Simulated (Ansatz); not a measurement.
# N on Ta(110): change of the work function, part 3 of 4

Wanted: Δφ(θ) for N/Ta(110), starting from the hollow site.

Ansatz 0.2.0; plane-wave DFT, PBE, Ansatz PAW (set soft_1); PAW set soft_1.

So far, work function, upper face (eV): step 2 (the clean slab) 4.76; step 3 (37 atoms, coverage 0.111 ML, cell 3x3) 4.68.

## Step 4: Adsorbate added, k-mesh 6×6×1, coverage 0.25 ML

System of this step: Ta16N (N/Ta(110)). The cell holds 17 atoms: 16 Ta and 1 N. Its edges and angles: a = 5.733 Å, b = 5.733 Å, c = 26.838 Å, α = 90.0°, β = 90.0°, γ = 70.5°. Vacuum lies along c.

Another coverage, to see how the dipoles act on each other as their distance changes.

input.yaml

```yaml
crystal:
  lattice:
    - [4.6810468914, -3.31, 0.0]
    - [4.6810468914, 3.31, 0.0]
    - [0.0, 0.0, 26.837982771]
  atoms:
    - { symbol: Ta, position: [0.0, 0.0, 0.335345621] }
    - { symbol: Ta, position: [0.25, 0.25, 0.4225549865] }
    - { symbol: Ta, position: [0.0, 0.0, 0.5098653749] }
    - { symbol: Ta, position: [0.25, 0.25, 0.5936754518] }
    - { symbol: Ta, position: [0.0, 0.5, 0.335345621] }
    - { symbol: Ta, position: [0.25, 0.75, 0.4225549865] }
    - { symbol: Ta, position: [0.0, 0.5, 0.5098653749] }
    - { symbol: Ta, position: [0.25, 0.75, 0.5936754518] }
    - { symbol: Ta, position: [0.5, 0.0, 0.335345621] }
    - { symbol: Ta, position: [0.75, 0.25, 0.4225549865] }
    - { symbol: Ta, position: [0.5, 0.0, 0.5098653749] }
    - { symbol: Ta, position: [0.75, 0.25, 0.5936754518] }
    - { symbol: Ta, position: [0.5, 0.5, 0.335345621] }
    - { symbol: Ta, position: [0.75, 0.75, 0.4225549865] }
    - { symbol: Ta, position: [0.5, 0.5, 0.5098653749] }
    - { symbol: Ta, position: [0.75, 0.75, 0.5936754518] }
    - { symbol: "N", position: [0.42, 0.42, 0.664654379] }
kpoints:
  mp_grid: { grid: [6, 6, 1] }
hamiltonian:
  xc: pbe
  pseudopotentials: { kind: paw, azcp: { folder: soft_1 } }
scf:
  occupations: { method: fermi_dirac, width: 0.1 }
  convergence: { dr2_threshold: 1.0e-08 }
efield:
  axis: 3
  dipole_correction: true
  ramp_position: 0.97
  ramp_width: 0.06
relax:
  f_tol: 0.02
  max_steps: 60
  constraints: [{ sites: [0, 1, 4, 5, 8, 9, 12, 13] }]
output:
  dos: { projected: true, e_range: [-8, 4] }
  write_potential: true
  write_density: true
  volumetric_format: npy
  elf: true
```

Started as:

```
$ ansatz run input.yaml --threads 4 --pin off --max-ram 16384MiB --backend cpu --events-out ev --progress --plain --runs-dir out
```

Numbers of over 12 decimals in the logs are rounded to 6 here.

The log of the run:

```text
[...]
Crystal: 17 atoms, lattice volume = 831.670 Å³
Basis set: ecut = 420 eV, 16265 PW (Γ), exchange–correlation on 80×80×360 points (8 copies of the dense FFT grid, shifted against one another)
Bands: 128, of which v1, the nominal top of the filled ones, is band 107 counted from 1 (106 counted from 0)
Symmetry: 2 space group operations
[...]
k-points: 13 of 36 (time reversal used)
[...]
SCF iter   1: F=—  HF=-159316.532045 eV  |F-HF|=—  |Δ(HF+E_count)|=         —  Δρ=4.52e-2  dr2=1.64e2  ethr=3.10e-3  p=-0.000 e·Å  D=-1.80e-8 V/Å  ΔV_dip=0.00 eV  dr2_dipole=1.80e1  V_vac-E_F(+/−)=7.50/7.50 eV  ⟨swp⟩=9.2  Hψ=8245  notcnv=0
[...]
SCF iter  12: F=-159305.494852 eV  HF=-159305.494852 eV  |F-HF|=1.01e-8  |Δ(HF+E_count)|=   4.14e-8  Δρ=3.26e-7  dr2=1.57e-9  ethr=4.69e-12  p=-0.223 e·Å  D=-4.85e-2 V/Å  ΔV_dip=1.30 eV  dr2_dipole=8.58e-11  V_vac-E_F(+/−)=6.09/4.79 eV  ⟨swp⟩=10.0  Hψ=11413  notcnv=0
SCF 1 converged in 12 iterations: F = -159305.494852 eV  dr2 = 1.57e-9
[...]
relax step   1: F+E_penalty+E_count = -159305.49485190 eV  Δ(F+E_penalty+E_count) = +0.000e0 eV  max|allowed force component| = 5.442e0 eV/Å  Δτ_max = 0.0000 Å  (12 SCF iters, accepted)
[...]
SCF iter  10: F=-159307.107337 eV  HF=-159307.107337 eV  |F-HF|=7.71e-9  |Δ(HF+E_count)|=   2.47e-8  Δρ=1.96e-7  dr2=7.04e-10  ethr=4.69e-12  p=-0.156 e·Å  D=-3.39e-2 V/Å  ΔV_dip=0.91 eV  dr2_dipole=1.48e-10  V_vac-E_F(+/−)=5.69/4.78 eV  ⟨swp⟩=13.2  Hψ=12456  notcnv=0
SCF 2 converged in 10 iterations: F = -159307.107337 eV  dr2 = 7.04e-10
relax step   2: F+E_penalty+E_count = -159307.10733745 eV  Δ(F+E_penalty+E_count) = -1.612e0 eV  max|allowed force component| = 5.328e0 eV/Å  Δτ_max = 0.1950 Å  (10 SCF iters, accepted)
[...]
SCF iter  10: F=-159308.347410 eV  HF=-159308.347410 eV  |F-HF|=5.27e-9  |Δ(HF+E_count)|=   1.90e-8  Δρ=2.83e-7  dr2=1.42e-9  ethr=4.69e-12  p=-0.077 e·Å  D=-1.67e-2 V/Å  ΔV_dip=0.45 eV  dr2_dipole=5.68e-11  V_vac-E_F(+/−)=5.23/4.78 eV  ⟨swp⟩=13.3  Hψ=12919  notcnv=0
SCF 3 converged in 10 iterations: F = -159308.347410 eV  dr2 = 1.42e-9
[...]
relax step   3: F+E_penalty+E_count = -159308.34741009 eV  Δ(F+E_penalty+E_count) = -1.240e0 eV  max|allowed force component| = 3.608e0 eV/Å  Δτ_max = 0.1944 Å  (10 SCF iters, accepted)
[...]
relax step   4: F+E_penalty+E_count = -159308.97833243 eV  Δ(F+E_penalty+E_count) = -6.309e-1 eV  max|allowed force component| = 1.123e0 eV/Å  Δτ_max = 0.1949 Å  (9 SCF iters, accepted)
[...]
relax step   5: F+E_penalty+E_count = -159309.15609618 eV  Δ(F+E_penalty+E_count) = -1.778e-1 eV  max|allowed force component| = 2.364e-1 eV/Å  Δτ_max = 0.1946 Å  (9 SCF iters, accepted)
[...]
relax step   6: F+E_penalty+E_count = -159309.16196152 eV  Δ(F+E_penalty+E_count) = -5.865e-3 eV  max|allowed force component| = 1.859e-1 eV/Å  Δτ_max = 0.1300 Å  (9 SCF iters, accepted)
[...]
relax step   7: F+E_penalty+E_count = -159309.17058631 eV  Δ(F+E_penalty+E_count) = -8.625e-3 eV  max|allowed force component| = 5.261e-2 eV/Å  Δτ_max = 0.0605 Å  (9 SCF iters, accepted)
SCF iter   1: F=—  HF=-159309.172133 eV  |F-HF|=—  |Δ(HF+E_count)|=         —  Δρ=4.16e-4  dr2=2.72e-3  ethr=5.91e-6  p=0.006 e·Å  D=1.30e-3 V/Å  ΔV_dip=-0.03 eV  dr2_dipole=1.22e-4  V_vac-E_F(+/−)=4.74/4.78 eV  ⟨swp⟩=2.3  Hψ=2716  notcnv=0
[...]
SCF iter   7: F=-159309.171442 eV  HF=-159309.171442 eV  |F-HF|=1.01e-8  |Δ(HF+E_count)|=   2.09e-8  Δρ=3.32e-7  dr2=1.75e-9  ethr=4.69e-12  p=0.006 e·Å  D=1.30e-3 V/Å  ΔV_dip=-0.03 eV  dr2_dipole=8.79e-11  V_vac-E_F(+/−)=4.74/4.78 eV  ⟨swp⟩=12.6  Hψ=13445  notcnv=0
SCF 8 converged in 7 iterations: F = -159309.171442 eV  dr2 = 1.75e-9
relax step   8: F+E_penalty+E_count = -159309.17144184 eV  Δ(F+E_penalty+E_count) = -8.555e-4 eV  max|allowed force component| = 1.418e-2 eV/Å  Δτ_max = 0.0134 Å  (7 SCF iters, accepted)
[...]
WARN: The output density's exchange-correlation potential varies sharply where the density is thin. Do not read a vacuum level from v_tot or v_xc, or from such a field of the output density. On a cell that repeats whose density bears no net charge and no dipole along the vacuum's axis use v_es (v_loc + v_h of the components); under efield.dipole_correction with no amplitude use v_es + v_field, which holds any externa [...]
SCF converged after 7 iterations
Free energy (F): -159309.171442 eV
[...]
Internal energy: -159308.481551 eV  (E = F + TS)
E sigma→0 (E₀):  -159308.826496 eV
Entropy (-TS):   -0.689891 eV (-40.582 meV/atom)
Fermi energy:    3.584312 eV
Dipole field:    D = 0.001304 V/Å  (p = 0.005992 e·Å, saw-weighted, corrected)
Work function:   Φ+ = 4.7433 eV   Φ− = 4.7783 eV
[...]
--- Forces (eV/Å), atoms counted from 1 ---
  atom   1  Ta     0.04565355    -0.00000000     0.38999285
  atom   2  Ta    -0.11408326     0.00000000    -0.30823724
  atom   3  Ta     0.00195021     0.00000000     0.00100614
  atom   4  Ta     0.00662386    -0.00000000     0.00274990
  atom   5  Ta     0.00083013     0.05568646     0.40150615
  atom   6  Ta     0.02658639     0.03065167    -0.43995234
  atom   7  Ta    -0.00129411    -0.00737169    -0.00003893
  atom   8  Ta    -0.00237629    -0.00408678     0.01417950
  atom   9  Ta     0.00083013    -0.05568646     0.40150615
  atom  10  Ta     0.02658639    -0.03065167    -0.43995234
  atom  11  Ta    -0.00129411     0.00737169    -0.00003893
  atom  12  Ta    -0.00237629     0.00408678     0.01417950
  atom  13  Ta    -0.03015859    -0.00000000     0.46298702
  atom  14  Ta     0.04811215     0.00000000    -0.46692707
  atom  15  Ta     0.00001477     0.00000000    -0.01329471
  atom  16  Ta    -0.01012143     0.00000000    -0.00691809
  atom  17  N      0.00452313    -0.00000000    -0.01274325
  max |Σ_I F_I| component: 6.63e-6 eV/Å
--- Band table (eV; the first three rows and the last of 13) ---
  k-point 0: bands = [... 103 lower, 3.6858, 3.8440, 3.9825, 4.0650, 4.2084, 4.5623, 4.6841, 4.7945, ... 17 higher]
  k-point 1: bands = [... 103 lower, 3.5350, 3.7037, 3.7680, 3.9084, 4.0779, 4.3073, 4.3425, 4.3892, ... 17 higher]
  k-point 2: bands = [... 103 lower, 3.2702, 3.3642, 3.4340, 3.4986, 3.5429, 3.5605, 3.7386, 3.8022, ... 17 higher]
  k-point 12: bands = [... 103 lower, 3.4420, 3.7140, 3.7298, 3.7488, 3.7881, 3.8899, 3.9177, 4.0067, ... 17 higher]
--- Relaxed structure (8 steps of the walk, 8 accepted, 0 SCFs on fresh bases) ---
  F+E_penalty+E_count = -159309.17144184 eV   max|allowed force component| = 1.418e-2 eV/Å
  atoms:
    - { symbol: Ta, position: [0.0, 0.0, 0.335346] }
    - { symbol: Ta, position: [0.250000, 0.250000, 0.422555] }
    - { symbol: Ta, position: [-0.00250267, -0.00250267, 0.510672] }
    - { symbol: Ta, position: [0.228498, 0.228498, 0.599015] }
    - { symbol: Ta, position: [2.7755575615628914e-17, 0.500000, 0.335346] }
    - { symbol: Ta, position: [0.25, 0.750000, 0.422555] }
    - { symbol: Ta, position: [-0.0012625, 0.495921, 0.510419] }
    - { symbol: Ta, position: [0.249016, 0.728482, 0.597009] }
    - { symbol: Ta, position: [0.500000, 2.7755575615628914e-17, 0.335346] }
    - { symbol: Ta, position: [0.750000, 0.25, 0.422555] }
    - { symbol: Ta, position: [0.495921, -0.0012625, 0.510419] }
    - { symbol: Ta, position: [0.728482, 0.249016, 0.597009] }
    - { symbol: Ta, position: [0.500000, 0.500000, 0.335346] }
    - { symbol: Ta, position: [0.750000, 0.750000, 0.422555] }
    - { symbol: Ta, position: [0.498172, 0.498172, 0.508195] }
    - { symbol: Ta, position: [0.745494, 0.745494, 0.591543] }
    - { symbol: N, position: [0.414967, 0.414967, 0.635068] }
```

Elapsed: 6.3 min, on 4 threads of Arm Neoverse V1, shared host; peak memory 2.9 GiB.

Relaxation path:

```tsv
step	energy less that of the first step (eV)	largest force component (eV/Å)
1	0.0000	5.4422
2	-1.6125	5.3285
3	-2.8526	3.6075
4	-3.4835	1.1232
5	-3.6612	0.2364
6	-3.6671	0.1859
7	-3.6757	0.0526
8	-3.6766	0.0142
```

Forces are held to the 2 operations that the run works with; a distortion that breaks them can't arise in this run.

The atoms that moved most (Å):

```tsv
atom	dx	dy	dz	length
N17	-0.047	0.000	-0.794	0.795
Ta4	-0.201	0.000	0.143	0.247
Ta8	-0.105	-0.068	0.089	0.154
Ta12	-0.105	0.068	0.089	0.154
Ta16	-0.042	0.000	-0.057	0.071
Ta15	-0.017	0.000	-0.045	0.048
Ta3	-0.023	0.000	0.022	0.032
Ta11	-0.025	0.009	0.015	0.031
```

Final coordinates:

```cif
data_structure
_symmetry_space_group_name_H-M 'P 1'
_symmetry_Int_Tables_number 1
_cell_length_a 5.7331
_cell_length_b 5.7331
_cell_length_c 26.8380
_cell_angle_alpha 90.000
_cell_angle_beta 90.000
_cell_angle_gamma 70.529
_cell_volume 831.67
loop_
_atom_site_label
_atom_site_type_symbol
_atom_site_fract_x
_atom_site_fract_y
_atom_site_fract_z
_atom_site_occupancy
Ta1 Ta 0.00000 0.00000 0.33535 1
Ta2 Ta 0.25000 0.25000 0.42255 1
Ta3 Ta 0.99750 0.99750 0.51067 1
Ta4 Ta 0.22850 0.22850 0.59902 1
Ta5 Ta 0.00000 0.50000 0.33535 1
Ta6 Ta 0.25000 0.75000 0.42255 1
Ta7 Ta 0.99874 0.49592 0.51042 1
Ta8 Ta 0.24902 0.72848 0.59701 1
Ta9 Ta 0.50000 0.00000 0.33535 1
Ta10 Ta 0.75000 0.25000 0.42255 1
Ta11 Ta 0.49592 0.99874 0.51042 1
Ta12 Ta 0.72848 0.24902 0.59701 1
Ta13 Ta 0.50000 0.50000 0.33535 1
Ta14 Ta 0.75000 0.75000 0.42255 1
Ta15 Ta 0.49817 0.49817 0.50819 1
Ta16 Ta 0.74549 0.74549 0.59154 1
N17 N 0.41497 0.41497 0.63507 1
```

This step gave:

```
energy at zero smearing        : -159308.8265 eV
work function, upper face      : 4.743 eV
work function, lower face      : 4.778 eV
dipole along the normal        : 0.005992 e·Å
step between the vacuum levels : -0.03500 eV
```

The density of states has structure finer than the step of the table below, so its rows give means over 0.25 eV, whole bins alone (the curve runs from -8 to 1.98 eV). Peaks (eV: height): -1.410: 46.0, -1.290: 36.2, -1.170: 42.4, -1.050: 30.8, -0.810: 33.7, -0.600: 31.0, -0.240: 27.4.

The density of states by energy, zero at the Fermi level; means over each step:

```tsv
energy (eV)	density of states (states/eV a cell)
-7.75	0
-7.50	0.0386
-7.25	0.857
-7.00	0.884
-6.75	1.00
-6.50	1.05
-6.25	1.34
-6.00	2.72
-5.75	3.02
-5.50	2.98
-5.25	2.95
-5.00	6.03
-4.75	8.95
-4.50	7.73
-4.25	9.18
-4.00	10.4
-3.75	11.4
-3.50	11.2
-3.25	11.6
-3.00	16.8
-2.75	15.4
-2.50	12.3
-2.25	10.2
-2.00	12.5
-1.75	9.18
-1.50	27.0
-1.25	29.6
-1.00	24.0
-0.75	25.7
-0.50	24.9
-0.25	24.5
0.00	21.4
0.25	18.6
0.50	11.7
0.75	9.66
1.00	12.9
1.25	11.3
1.50	10.4
1.75	11.6
```

Projected DOS per atom over height of the atomic layer and energy from the Fermi level. Layers: Ta4 Ta4 Ta4 Ta4 N from below.

Ten even steps from '0' (0.00 states/eV) to '9' (2.54 states/eV), each cell a mean:
```
31130
21131
21130
42231
64450
84450
65561
67640
21231
22221
34421
23311
23212
12226
11129
00014
00001
00000
00000
00000
00000
00000
```
Columns: height of the atomic layer (Å) from 9 to 17.0 (not evenly spaced); rows upwards: energy from the Fermi level (eV) from -7.96 to 1.95.

Valence density in the ca plane at fractional y = 0.000, with atoms of Ta within 0.2 Å of it. It is the smooth field of the valence electrons, not physical close to the nuclei.

Ten steps, logarithmic in the rise over the least value, from '0' (0.0 e/Å³) to '9' (4.6 e/Å³), each cell a mean:
```
99985433334589998543333221000000000000000000
88864444443468886444433221000000000000000000
55544344443345554444443221000000000000000000
44443344443344444444443211000000000000000000
55544344443345554444443211000000000000000000
88864444433468886444433211000000000000000000
99985443334479998544333211000000000000000000
99985433334589998543333211000000000000000000
99974443334479997444433211000000000000000000
67654444444456775444443321000000000000000000
44443344443344444444444321000000000000000000
44443344443344444444444321000000000000000000
67654444443446765444443321000000000000000000
99974443334479997443333321000000000000000000
99985433334589998543333221000000000000000000
```
Columns run along c (16.0 Å, from fractional 0.32 to 0.92 of the cell), rows up along a (5.7 Å). Atoms in or near the plane, at fractional coordinates: Ta at (0.34, 0.00), Ta at (0.51, 0.00), Ta at (0.34, 0.50), Ta at (0.51, 0.50).

ELF in the ca plane at fractional y = 0.000, with atoms of Ta within 0.2 Å of it. It is the smooth field of the valence electrons, not physical close to the nuclei.

Ten even steps from '0' (0.00) to '9' (0.72), each cell a mean:
```
95873665565379588357667776531000000000000000
89843654456348984366445665421000000000000000
34335654456533433565444554310000000000000000
44456654457754345775445553210000000000000000
44435654456533333665445553210000000000000000
89843664456348974355445653100000000000000000
95873675565379687356555653100000000000000000
72783675565387278357655653200000000000000000
99963665465369896356545554210000000000000000
57534654456435763465445654210000000000000000
44456654457643335764345665310000000000000000
44456654457753335775346776420000000000000000
57534654456434653465457886421000000000000000
99963664465359996367678987531000000000000000
71784675565387279358888997531000000000000000
```
Columns run along c (16.0 Å, from fractional 0.32 to 0.92 of the cell), rows up along a (5.7 Å). Atoms in or near the plane, at fractional coordinates: Ta at (0.34, 0.00), Ta at (0.51, 0.00), Ta at (0.34, 0.50), Ta at (0.51, 0.50).

Electrostatic potential energy in the ca plane at fractional y = 0.000, with atoms of Ta within 0.2 Å of it. With pseudopotentials it is smooth inside the atoms' cores, unlike the true potential.

Ten even steps from '0' (-53 eV) to '9' (8 eV), each cell a mean:
```
00037999999740003799999999999999999999999999
32368999999863236899999999999999999999999999
77789998899987778999889999999999999999999999
88899998899998889999889999999999999999999999
77789998899987778999889999999999999999999999
32368999999864346899999999999999999999999999
00037999999740004799999999999999999999999999
00037999999730003799999999999999999999999999
10158999999851015899999999999999999999999999
65678998899875457899888999999999999999999999
88899998899998889998888999999999999999999999
88899998899998889999888999999999999999999999
65678998899976567999889999999999999999999999
10158999999852015899999999999999999999999999
00037999999730003799999999999999999999999999
```
Columns run along c (16.0 Å, from fractional 0.32 to 0.92 of the cell; values clipped at the 3rd and 97th percentile), rows up along a (5.7 Å). Atoms in or near the plane, at fractional coordinates: Ta at (0.34, 0.00), Ta at (0.51, 0.00), Ta at (0.34, 0.50), Ta at (0.51, 0.50).

The relaxation took 8 steps and lowered the energy by 3.7 eV; the largest force on the free atoms ends at 0.014 eV/Å.

By hand: a sheet of dipoles makes a step −p/(ε₀A) in the electron's potential. With e/ε₀ = 180.95 V·Å, p = 0.005992 e·Å and A = 30.99 Å², that is −180.95 × (0.005992) / 30.99 = -0.035 eV, and the two vacuum levels of the run differ by -0.035 eV.

The covered face has 4.74 eV, -0.02 eV against the clean one; the bare back face has moved by -0.04 eV, a measure of how thin the slab is.

## Step 5: The covered slab, k-mesh 6×6×1, coverage 0.5 ML

System of this step: Ta8N (N/Ta(110)). The cell holds 18 atoms: 16 Ta and 2 N. Its edges and angles: a = 5.733 Å, b = 5.733 Å, c = 26.838 Å, α = 90.0°, β = 90.0°, γ = 70.5°. Vacuum lies along c.

Another coverage, to see how the dipoles act on each other as their distance changes.

Edit input.yaml of step 4 so:

```diff
@@ -23,2 +23,3 @@
     - { symbol: "N", position: [0.42, 0.42, 0.664654379] }
+    - { symbol: "N", position: [0.92, 0.42, 0.664654379] }
 kpoints:
```

The log of the run:

```text
[...]
Crystal: 18 atoms, lattice volume = 831.670 Å³
Basis set: ecut = 420 eV, 16265 PW (Γ), exchange–correlation on 80×80×360 points (8 copies of the dense FFT grid, shifted against one another)
Bands: 131, of which v1, the nominal top of the filled ones, is band 109 counted from 1 (108 counted from 0)
Symmetry: 2 space group operations
[...]
- { symbol: Ta, position: [0.251997, 0.721913, 0.595028] }
[...]
- { symbol: Ta, position: [0.500000, 0.500000, 0.335346] }
    - { symbol: Ta, position: [0.750000, 0.750000, 0.422555] }
    - { symbol: Ta, position: [0.498686, 0.496581, 0.508409] }
    - { symbol: Ta, position: [0.751997, 0.721913, 0.595028] }
    - { symbol: N, position: [0.394660, 0.416561, 0.636425] }
    - { symbol: N, position: [0.894660, 0.416561, 0.636425] }
[key lines of the parts left out:]
SCF converged after 6 iterations
Free energy (F): -159694.948152 eV
Fermi energy:    3.549966 eV
Dipole field:    D = -0.013075 V/Å  (p = -0.060094 e·Å, saw-weighted, corrected)
Work function:   Φ+ = 5.1355 eV   Φ− = 4.7846 eV
```

Elapsed: 10 min, on 4 threads; peak memory 3.5 GiB.

(Part 3 of 4 ends here.)

[Logs are printed without paths, hosts, clocks, repeated set-up lines and the standing remarks that a program may print on its own settings, such as how far it seeks lower states.]

[Hosts, paths, dates, database ids (printed as entryN), source tags and the programs' standing remarks are cut or masked in the printed files.]

[Maps of the electrostatic potential energy from Ansatz leave out the sawtooth potential of an applied field or a dipole correction, so their vacuum need not be flat; planar profiles and work functions include it.]

[The density of states shown here was stored with 400 of the rows of the run's finer table, so its peaks can read low, often by over a quarter, or be missed, and its means over a window can be off by a tenth or more.]
